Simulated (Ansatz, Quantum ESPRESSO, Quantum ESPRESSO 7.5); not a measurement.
# Mg(0001), 4 layers, one monolayer of Zn on top sites: vacuum level and surface dipole

How much energy does it take to lift an electron out of Mg(0001), 4 layers, one monolayer of Zn on top sites, and how far do the settings matter?

Calculated with Quantum ESPRESSO 7.5; plane-wave DFT, PBE, GBRV ultrasoft pseudopotentials (geometry and cross-check by Ansatz 0.2.0 with PAW datasets; geometry under PBE).

This is a report of a sequence of runs, with most program output left out.

**1. Set-up**

The cell holds 5 atoms: 4 Mg and 1 Zn. Cell: a = 3.210 Å, b = 3.210 Å, c = 26.820 Å, α = 90.0°, β = 90.0°, γ = 60.0°. It derives from Mg. Vacuum lies along c.

**2. Geometry from Ansatz**

The geometry comes first, from a plane-wave PAW code, so that the later runs on this slab share one structure.

The input, input.yaml:

```yaml
crystal:
  lattice:
    - [3.21, 0.0, 0.0]
    - [1.605, 2.7799415461, 0.0]
    - [0.0, 0.0, 26.81956]
  atoms:
    - { symbol: Mg, position: [0.6666666667, 0.6666666667, 0.3094756215] }
    - { symbol: Mg, position: [0.0, 0.0, 0.4066628983] }
    - { symbol: Mg, position: [0.6666666667, 0.6666666667, 0.503850175] }
    - { symbol: Mg, position: [0.0, 0.0, 0.6010374518] }
    - { symbol: Zn, position: [0.0, 0.0, 0.699100209] }
kpoints:
  mp_grid: { grid: [12, 12, 1] }
hamiltonian:
  xc: pbe
scf:
  occupations: { method: fermi_dirac, width: 0.1 }
  convergence: { dr2_threshold: 1.0e-08 }
efield:
  axis: 3
  dipole_correction: true
  ramp_position: 0.97
  ramp_width: 0.04
relax:
  f_tol: 0.01
  constraints: [{ sites: [0, 1] }]
output:
  write_potential: true
  write_density: true
  volumetric_format: npy
```

Run with:

```sh
ansatz run input.yaml --threads 4 --pin off --max-ram 8192MiB --backend cpu --events-out ev --progress --plain --runs-dir out
```

Wall time 12 s (4 threads of Arm Neoverse V1, shared host); peak memory 0.55 GiB; 47 s of CPU time.

Relaxation path:

```tsv
step	energy less that of the first step (eV)	largest force component (eV/Å)
1	0.0000	0.4160
2	-0.0251	0.1856
3	-0.0347	0.0233
4	-0.0347	0.0236
5	-0.0349	0.0017
```

Relaxation step 4 was tried and not accepted.

Forces are held to the 6 operations that the run works with; a distortion that breaks them can't arise in this run.

The atoms that moved most (Å):

```tsv
atom	dx	dy	dz	length
Zn5	0.000	0.000	0.166	0.166
Mg4	0.000	0.000	-0.033	0.033
Mg3	0.000	0.000	-0.020	0.020
```

Final coordinates:

```xyz
5
Lattice="3.2100 0.0000 0.0000 1.6050 2.7799 0.0000 0.0000 0.0000 26.8196" Properties=species:S:1:pos:R:3
Mg    3.2100    1.8533    8.3000
Mg    0.0000    0.0000   10.9065
Mg    3.2100    1.8533   13.4935
Mg    0.0000    0.0000   16.0868
Zn    0.0000    0.0000   18.9158
```

The relaxation lowers the energy by 7 meV an atom. Held were the atoms numbered 1 and 2; the forces quoted are those on the free ones.

This step gave:

| Property | Result |
| --- | --- |
| free energy | -11013.2241 eV |
| energy at zero smearing | -11013.1823 eV |
| smearing term TS | 0.08365 eV |
| Fermi energy | 0.7577 eV |
| symmetry operations | 6 |
| work function of the upper face | 4.061 eV |
| work function of the lower face | 3.753 eV |
| dipole along the normal | -0.01521 e·Å |

**3. SCF with pw.x**

A dipole correction (tefield, dipfield, eamp = 0) lets each face keep its own vacuum level; its ramp sits in the vacuum at emaxpos, and symmetry is switched off.

Level of this step: plane-wave DFT, PBE, GBRV ultrasoft pseudopotentials (Quantum ESPRESSO 7.5).

The input, scf.in:

```
&control
  prefix = 'scf'
  outdir = './out'
  pseudo_dir = './pseudo'
  calculation = 'scf'
  tprnfor = .true.
  tefield = .true.
  dipfield = .true.
/
&system
  ibrav = 0
  nat = 5
  ntyp = 2
  ecutwfc = 40
  ecutrho = 200
  occupations = 'smearing'
  smearing = 'mv'
  degauss = 0.02
  edir = 3
  emaxpos = 0.97
  eopreg = 0.04
  eamp = 0.0
/
&electrons
  conv_thr = 1e-07
  mixing_beta = 0.4
  electron_maxstep = 120
  mixing_mode = 'local-TF'
/
ATOMIC_SPECIES
  Mg  24.3050  mg_pbe_v1.4.uspp.F.UPF
  Zn  65.3800  zn_pbe_v1.uspp.F.UPF
CELL_PARAMETERS angstrom
  3.20999999997226 0.00000000000000 0.00000000000000
  1.60499999998613 2.77994154612402 0.00000000000000
  0.00000000000000 0.00000000000000 26.81956000000000
ATOMIC_POSITIONS crystal
  Mg  0.666666666667 0.666666666667 0.309475621500
  Mg  0.000000000000 0.000000000000 0.406662898300
  Mg  0.666666666667 0.666666666667 0.503122285299
  Mg  -0.000000000000 0.000000000000 0.599817211417
  Zn  0.000000000000 0.000000000000 0.705298118151
K_POINTS automatic
  12 12 1 0 0 0
```

Run with:

```sh
OMP_NUM_THREADS=1 mpirun -n 4 pw.x -nk 4 -in scf.in > scf.out
```

It took 5.3 min on 4 MPI ranks; peak memory 0.87 GiB.

Read from the output:

| Quantity | Value |
| --- | --- |
| free energy | -13099.1616 eV |
| Fermi energy | 0.8386 eV |
| dipole along the normal | -0.01499 e·Å |

The program's own clock; routines nest. Time by routine:

```tsv
routine	wall time (s)	calls
PWSCF	319.7	1
electrons	315.4	1
c_bands	253.9	35
cegterg	227.1	665
h_psi	163.8	3123
fftw	145	141516
vloc_psi	131	3123
sum_band	41.07	35
calbec	22.96	3864
add_vuspsi	16.3	3123
s_psi	16.1	3123
h_psi:calbec	16.06	3123
mix_rho	12.76	35
ffts	7.78	4235
```

The run needed 35 iterations to bring the estimated error under 1e-07 Ry; the largest force on any atom, held or free, is 0.04 eV/Å.

**4. Potential by pp.x**

plot_num = 11 writes the bare and Hartree potential. It leaves out exchange and correlation, which fade slowly, so it flattens close to the surface.

The input, pot.in:

```
&inputpp
  prefix = 'scf'
  outdir = './out'
  filplot = 'pot.dat'
  plot_num = 11
/
```

Run with:

```sh
OMP_NUM_THREADS=1 mpirun -n 4 pp.x -in pot.in > pot.out
```

Run time: 1.1 s. Hardware: 4 MPI ranks; peak memory 0.1 GiB.

This step gave:

| Item | Value |
| --- | --- |
| work function of the upper face | 4.041 eV |
| slope of the potential above | 3.13e-4 eV/Å |
| upper vacuum line continued to the top atoms, over the Fermi level | 4.040 eV |
| work function of the lower face | 3.737 eV |
| slope of the potential below | -4.71e-4 eV/Å |
| lower vacuum line continued to the bottom atoms, over the Fermi level | 3.734 eV |

The potential energy, planar mean oscillates, so the rows of the table below give means over windows of 2.57 Å about each position, cut where the curve ends. Its maxima inside the range that stand out by 2 % of the span (Å: eV): 9.6: 0.971, 12.2: 0.963, 14.8: 0.965, 17.5: 2.22. Its minima: 8.3: -10.9, 11.0: -10.8, 13.5: -10.8, 16.1: -11.0, 18.9: -9.31.

Electrostatic potential energy of an electron, with the sawtooth; zero at the Fermi level. Potential energy, planar mean against z; means over each step:

```tsv
z (Å)	potential energy, planar mean (eV)
1.28	3.74
3.85	3.73
6.42	2.27
8.99	-3.81
11.56	-3.79
14.13	-3.78
16.70	-3.28
19.27	-2.76
21.84	3.95
24.41	4.04
```

Electrostatic potential energy in the ca plane at fractional y = 0.000, with atoms of Mg and Zn within 0.2 Å of it. With pseudopotentials it is smooth inside the atoms' cores, unlike the true potential.

Values in eV, 5 rows by 16 columns, each cell a mean:
```
 -5 -36  -8   1   1  -2 -33 -14  -6 -39  -8   3   4   4   4   4
  0  -4   0  -1  -3   0  -4  -1   1  -4   1   4   4   4   4   4
  1   0   1  -3  -5   1   0   1   3   1   3   4   4   4   4   4
 -1 -11  -2   0  -1   0 -10  -4   0 -12  -1   4   4   4   4   4
 -7 -46 -11   2   2  -3 -43 -19  -8 -47 -12   3   4   4   4   4
```
Columns run along c (16.0 Å, from fractional 0.35 to 0.95 of the cell; values clipped at the 3rd and 97th percentile), rows up along a (3.2 Å). Atoms in or near the plane, at fractional coordinates: Mg at (0.41, 0.00), Mg at (0.60, 0.00), Zn at (0.71, 0.00).

The vacuum is flat to 0.5 meV/Å, so its level is well defined. Inside the slab the curve depends on the local part of the pseudopotentials; only the vacuum level has a meaning of its own.

**5. Planar and running averages**

average.x takes the planar mean and smooths it over a window of one repeat.

The input, avg.in:

```
1
pot.dat
1.0
412
3
4.9256089384
```

Run with:

```sh
OMP_NUM_THREADS=1 average.x < avg.in > avg.out
```

Elapsed: 0.52 s, on 1 MPI rank; peak memory 0.1 GiB.

Electrostatic potential energy of an electron, with the sawtooth; zero at the Fermi level; window 2.6065 Å. Table of potential energy by z:

```tsv
z (Å)	planar mean (eV)	running mean (eV)
0.0	3.81	3.86
0.5	3.74	3.80
1.0	3.74	3.76
1.5	3.74	3.74
2.0	3.74	3.74
2.5	3.74	3.74
3.0	3.74	3.74
3.5	3.74	3.73
4.0	3.73	3.73
4.5	3.73	3.71
5.0	3.71	3.66
5.5	3.66	3.51
6.0	3.51	3.09
6.5	3.06	2.01
7.0	1.82	-0.351
7.5	-1.22	-2.66
8.0	-8.22	-3.59
8.5	-9.55	-3.82
9.0	-2.04	-3.80
9.5	0.879	-3.76
10.0	-0.316	-3.76
10.5	-6.26	-3.76
11.0	-10.6	-3.76
11.5	-3.28	-3.77
12.0	0.622	-3.82
12.5	0.233	-3.81
13.0	-4.76	-3.76
13.5	-10.8	-3.75
14.0	-4.57	-3.76
14.5	0.251	-3.80
15.0	0.610	-3.83
15.5	-3.38	-3.82
16.0	-10.7	-3.75
16.5	-6.30	-3.46
17.0	-0.0482	-2.85
17.5	2.18	-2.21
18.0	0.935	-2.49
18.5	-5.92	-2.88
19.0	-9.18	-2.86
19.5	-3.34	-2.39
20.0	1.93	-0.697
20.5	3.41	1.77
21.0	3.85	3.34
21.5	3.99	3.83
22.0	4.02	3.98
22.5	4.04	4.02
23.0	4.04	4.04
23.5	4.04	4.04
24.0	4.04	4.04
24.5	4.04	4.04
25.0	4.04	4.04
25.5	4.04	4.01
26.0	4.04	3.95
26.5	3.90	3.90
```

Where the running mean is not flat inside, average.x's window, rounded to the grid, doesn't match the spacings there.

**6. Density by pp.x**

The density shows how far the electrons spill into the vacuum.

The input, rho.in:

```
&inputpp
  prefix = 'scf'
  outdir = './out'
  filplot = 'rho.dat'
  plot_num = 0
/
```

Run with:

```sh
OMP_NUM_THREADS=1 mpirun -n 4 pp.x -in rho.in > rho.out
```

Wall time 1.1 s (4 MPI ranks); peak memory 0.1 GiB.

Numbers from this step:

```
electrons by integration : 60.00 e
```

The valence density, planar mean oscillates, so the rows of the table below give means over windows of 2.63 Å about each position, cut where the curve ends. Its maxima inside the range that stand out by 2 % of the span (Å: e/Å³): 8.3: 1.69, 11.0: 1.67, 13.5: 1.69, 16.1: 1.70, 18.9: 3.36. Its minima: 9.6: 0.0884, 12.2: 0.0908, 14.8: 0.0905, 17.3: 0.0698.

Mean over planes. Valence density, planar mean against z; means over each step:

z (Å), valence density, planar mean (e/Å³) and a bar:
```
     3.94       0.00 
     6.57       0.04 ##
     9.21       0.43 ################
    11.83       0.44 ################
    14.46       0.44 ################
    17.09       0.41 ################
    19.73       0.80 ##############################
    22.36       0.00 
    24.98       0.00
```

Valence density in the ca plane at fractional y = 0.000, with atoms of Mg and Zn within 0.2 Å of it. It is the smooth field of the valence electrons, not physical close to the nuclei.

Ten steps, logarithmic in the rise over the least value, from '0' (0 e/Å³) to '9' (62 e/Å³), each cell a mean:
```
00157400000000001475100037851000000000000000
00011000000000000111000012310000000000000000
00000000000000000000000000000000000000000000
00000000000000000000000000000000000000000000
00000000000000000000000000000000000000000000
00000000000000000000000001100000000000000000
00034200000000000243000025631000000000000000
00178500000000001686100148962000000000000000
```
Columns run along c (16.0 Å, from fractional 0.35 to 0.95 of the cell), rows up along a (3.2 Å). Atoms in or near the plane, at fractional coordinates: Mg at (0.41, 0.00), Mg at (0.60, 0.00), Zn at (0.71, 0.00).

The density integrates to 60.000 electrons, as the 60 of the input ask.

**7. Projections on atomic orbitals**

Projections on atomic orbitals tell which layers and orbitals hold the states near the zero of energy.

The input, pdos.in:

```
&projwfc
  prefix = 'scf'
  outdir = './out'
  filpdos = 'pdos'
  Emin = -7.161
  Emax = 4.839
  DeltaE = 0.1
  ngauss = 0
  degauss = 0.01
/
```

Run with:

```sh
OMP_NUM_THREADS=1 mpirun -n 4 projwfc.x -in pdos.in > pdos.out
```

It took 2.1 s on 4 MPI ranks; peak memory 0.21 GiB.

This step gave:

- spilling of the projection: 0.0343

Projected DOS an atom over height of the atomic layer and energy from the Fermi level. Columns are the atomic layers from the bottom up.

Ten even steps from '_' (0.0 states/eV) to '@' (13.3 states/eV), each cell a mean:
```
__________
__________
__________
__________
__________
__________
__________
__________
__________
__________
__________
__________
__________
__________
__________
__________
__________
__________
________##
________@@
__________
__________
```
Columns: height of the atomic layer (Å) from 8.3 to 18.9; rows upwards: energy from the Fermi level (eV) from -8.00 to 1.40.

The atomic orbitals miss 3.4 % of the occupied states, so charges and projections are rough.

**8. Self-consistent run: open boundaries by the effective screening medium**

Open boundaries by another road: assume_isolated = 'esm' with bc1, the slab centred on z = 0.

The input, esm.in:

```
&control
  prefix = 'esm'
  outdir = './out'
  pseudo_dir = './pseudo'
  calculation = 'scf'
  tprnfor = .true.
/
&system
  ibrav = 0
  nat = 5
  ntyp = 2
  ecutwfc = 40
  ecutrho = 200
  occupations = 'smearing'
  smearing = 'mv'
  degauss = 0.02
  assume_isolated = 'esm'
  esm_bc = 'bc1'
/
&electrons
  conv_thr = 1e-07
  mixing_beta = 0.4
  electron_maxstep = 120
  mixing_mode = 'local-TF'
/
ATOMIC_SPECIES
  Mg  24.3050  mg_pbe_v1.4.uspp.F.UPF
  Zn  65.3800  zn_pbe_v1.uspp.F.UPF
CELL_PARAMETERS angstrom
  3.20999999997226 0.00000000000000 0.00000000000000
  1.60499999998613 2.77994154612402 0.00000000000000
  0.00000000000000 0.00000000000000 26.81956000000000
ATOMIC_POSITIONS crystal
  Mg  0.666666666667 0.666666666667 -0.197911248325
  Mg  0.000000000000 0.000000000000 -0.100723971525
  Mg  0.666666666667 0.666666666667 -0.004264584527
  Mg  -0.000000000000 0.000000000000 0.092430341592
  Zn  0.000000000000 0.000000000000 0.197911248325
K_POINTS automatic
  12 12 1 0 0 0
```

Run with:

```sh
OMP_NUM_THREADS=1 mpirun -n 4 pw.x -nk 4 -in esm.in > esm.out
```

The job ended after 4.2 min (4 MPI ranks; peak memory 0.67 GiB; 17 min of CPU time).

Read from the output:

| Quantity | Value |
| --- | --- |
| free energy | -13099.1617 eV |
| Fermi energy | -3.889 eV |
| vacuum line at the lower end of the cell, over the Fermi level | 3.727 eV |
| vacuum line at the upper end of the cell, over the Fermi level | 4.052 eV |

Electrostatic potential energy of an electron; zero at the Fermi level. Table of potential energy, planar mean by z:

```tsv
z (Å)	potential energy, planar mean (eV)
-13.0	3.73
-12.5	3.73
-12.0	3.73
-11.5	3.73
-11.0	3.73
-10.5	3.73
-10.0	3.73
-9.5	3.72
-9.0	3.72
-8.5	3.70
-8.0	3.63
-7.5	3.44
-7.0	2.87
-6.5	1.36
-6.0	-2.27
-5.5	-9.77
-5.0	-7.94
-4.5	-1.07
-4.0	0.948
-3.5	-1.10
-3.0	-8.12
-2.5	-9.44
-2.0	-2.02
-1.5	0.860
-1.0	-0.432
-0.5	-6.64
0.0	-10.4
0.5	-3.06
1.0	0.689
1.5	0.109
2.0	-5.09
2.5	-10.9
3.0	-4.51
3.5	0.707
4.0	2.23
4.5	-0.0426
5.0	-7.33
5.5	-8.60
6.0	-1.60
6.5	2.43
7.0	3.56
7.5	3.91
8.0	4.01
8.5	4.04
9.0	4.05
9.5	4.05
10.0	4.05
10.5	4.05
11.0	4.05
11.5	4.05
12.0	4.05
12.5	4.05
13.0	4.05
```

The vacuum levels are read from the outermost 0.7 Å of the cell on either side.

The run needed 77 iterations to bring the estimated error under 1e-07 Ry; the largest force on any atom, held or free, is 0.03 eV/Å.

The upper level is 4.052 eV against 4.041 eV from the periodic run.

**9. Self-consistent run: LDA, GBRV ultrasoft**

Next, another level on the same atoms.

Level of this step: plane-wave DFT, LDA, GBRV ultrasoft pseudopotentials (Quantum ESPRESSO 7.5).

gbrv-lda.in, as its differences from the input of step 8:

```diff
@@ -1,3 +1,3 @@
 &control
-  prefix = 'esm'
+  prefix = 'gbrv-lda'
   outdir = './out'
@@ -26,4 +26,4 @@
 ATOMIC_SPECIES
-  Mg  24.3050  mg_pbe_v1.4.uspp.F.UPF
-  Zn  65.3800  zn_pbe_v1.uspp.F.UPF
+  Mg  24.3050  mg_lda_v1.4.uspp.F.UPF
+  Zn  65.3800  zn_lda_v1.uspp.F.UPF
 CELL_PARAMETERS angstrom
```

Run with:

```sh
OMP_NUM_THREADS=1 mpirun -n 4 pw.x -nk 4 -in gbrv-lda.in > gbrv-lda.out
```

The job ended after 4.9 min (4 MPI ranks; peak memory 0.67 GiB).

Numbers from this step:

| Quantity | Value |
| --- | --- |
| free energy | -13080.1746 eV |
| Fermi energy | -4.098 eV |
| vacuum line at the lower end of the cell, over the Fermi level | 3.860 eV |
| vacuum line at the upper end of the cell, over the Fermi level | 4.336 eV |

The potential energy, planar mean oscillates, so the rows of the table below give means over windows of 2.68 Å about each position, cut where the curve ends. Its maxima inside the range that stand out by 2 % of the span (Å: eV): -4.0: 1.13, -1.4: 1.12, 1.2: 1.13, 4.0: 2.50. Its minima: -5.4: -10.7, -2.7: -10.7, -0.1: -10.7, 2.5: -10.8, 5.4: -9.05.

Electrostatic potential energy of an electron; zero at the Fermi level. Potential energy, planar mean against z; means over each step:

```tsv
z (Å)	potential energy, planar mean (eV)
-12.07	3.86
-9.39	3.85
-6.71	0.241
-4.03	-3.78
-1.35	-3.84
1.33	-3.82
4.01	-2.12
6.69	1.01
9.37	4.33
12.05	4.34
```

The upper face goes from 4.052 eV (PBE, GBRV) to 4.336 eV, a change of +0.285 eV.

**10. Self-consistent run: PBEsol, GBRV ultrasoft**

Level of this step: plane-wave DFT, PBEsol, GBRV ultrasoft pseudopotentials (Quantum ESPRESSO 7.5).

gbrv-pbesol.in, as its differences from the input of step 9:

```diff
@@ -1,3 +1,3 @@
 &control
-  prefix = 'gbrv-lda'
+  prefix = 'gbrv-pbesol'
   outdir = './out'
@@ -26,4 +26,4 @@
 ATOMIC_SPECIES
-  Mg  24.3050  mg_lda_v1.4.uspp.F.UPF
-  Zn  65.3800  zn_lda_v1.uspp.F.UPF
+  Mg  24.3050  mg_pbesol_v1.4.uspp.F.UPF
+  Zn  65.3800  zn_pbesol_v1.uspp.F.UPF
 CELL_PARAMETERS angstrom
```

Run with:

```sh
OMP_NUM_THREADS=1 mpirun -n 4 pw.x -nk 4 -in gbrv-pbesol.in > gbrv-pbesol.out
```

Elapsed: 2.9 min, on 4 MPI ranks; peak memory 0.69 GiB.

This step gave:

* free energy: -13083.3544 eV
* Fermi energy: -3.955 eV
* vacuum line at the lower end of the cell, over the Fermi level: 3.782 eV
* vacuum line at the upper end of the cell, over the Fermi level: 4.129 eV

The potential energy, planar mean oscillates, so the rows of the table below give means over windows of 2.68 Å about each position, cut where the curve ends. Its maxima inside the range that stand out by 2 % of the span (Å: eV): -4.0: 1.01, -1.4: 0.992, 1.2: 1.00, 4.0: 2.35. Its minima: -5.4: -10.9, -2.7: -10.9, -0.1: -10.9, 2.5: -11.0, 5.4: -9.21.

Electrostatic potential energy of an electron; zero at the Fermi level. Table of potential energy, planar mean by z; means over each step:

```tsv
z (Å)	potential energy, planar mean (eV)
-12.07	3.78
-9.39	3.77
-6.71	0.130
-4.03	-3.93
-1.35	-4.00
1.33	-3.98
4.01	-2.29
6.69	0.801
9.37	4.12
12.05	4.13
```

The upper face goes from 4.052 eV (PBE, GBRV) to 4.129 eV, a change of +0.077 eV.

**11. Self-consistent run: PBEsol, PseudoDojo norm-conserving**

Level of this step: plane-wave DFT, PBEsol, PseudoDojo norm-conserving pseudopotentials (Quantum ESPRESSO 7.5).

dojo-pbesol.in, as its differences from the input of step 10:

```diff
@@ -1,3 +1,3 @@
 &control
-  prefix = 'gbrv-pbesol'
+  prefix = 'dojo-pbesol'
   outdir = './out'
@@ -11,4 +11,4 @@
   ntyp = 2
-  ecutwfc = 40
-  ecutrho = 200
+  ecutwfc = 76
+  ecutrho = 304
   occupations = 'smearing'
@@ -26,4 +26,4 @@
 ATOMIC_SPECIES
-  Mg  24.3050  mg_pbesol_v1.4.uspp.F.UPF
-  Zn  65.3800  zn_pbesol_v1.uspp.F.UPF
+  Mg  24.3050  Mg.dojo-sr-pbesol-0.4.1-standard.upf
+  Zn  65.3800  Zn.dojo-sr-pbesol-0.4.1-standard.upf
 CELL_PARAMETERS angstrom
```

Run with:

```sh
OMP_NUM_THREADS=1 mpirun -n 4 pw.x -nk 4 -in dojo-pbesol.in > dojo-pbesol.out
```

It took 4.7 min on 4 MPI ranks; peak memory 0.87 GiB; 19 min of CPU time.

Read from the output:

```
free energy                                                    : -12138.6570 eV
Fermi energy                                                   : -3.958 eV
vacuum line at the lower end of the cell, over the Fermi level : 3.776 eV
vacuum line at the upper end of the cell, over the Fermi level : 4.140 eV
```

The potential energy, planar mean oscillates, so the rows of the table below give means over windows of 2.61 Å about each position, cut where the curve ends. Its maxima inside the range that stand out by 2 % of the span (Å: eV): -4.0: 1.01, -1.4: 1.01, 1.2: 1.02, 4.0: 2.37. Its minima: -5.3: -12.0, -2.7: -11.9, -0.1: -11.9, 2.5: -12.0, 5.3: -13.8.

Electrostatic potential energy of an electron; zero at the Fermi level. Potential energy, planar mean against z; means over each step:

```tsv
z (Å)	potential energy, planar mean (eV)
-12.11	3.78
-9.50	3.77
-6.89	1.14
-4.28	-3.86
-1.67	-3.90
0.94	-3.89
3.55	-2.62
6.16	-2.42
8.77	4.12
11.38	4.14
```

The upper face goes from 4.052 eV (PBE, GBRV) to 4.140 eV, a change of +0.088 eV.

[end of part 1 of 2]

[Logs are printed without paths, hosts, clocks, repeated set-up lines and the standing remarks that a program may print on its own settings, such as how far it seeks lower states.]

[Hosts, paths, dates, database ids (printed as entryN), source tags and the programs' standing remarks are cut or masked in the printed files.]

[Maps of the electrostatic potential energy from Ansatz leave out the sawtooth potential of an applied field or a dipole correction, so their vacuum need not be flat; planar profiles and work functions include it.]
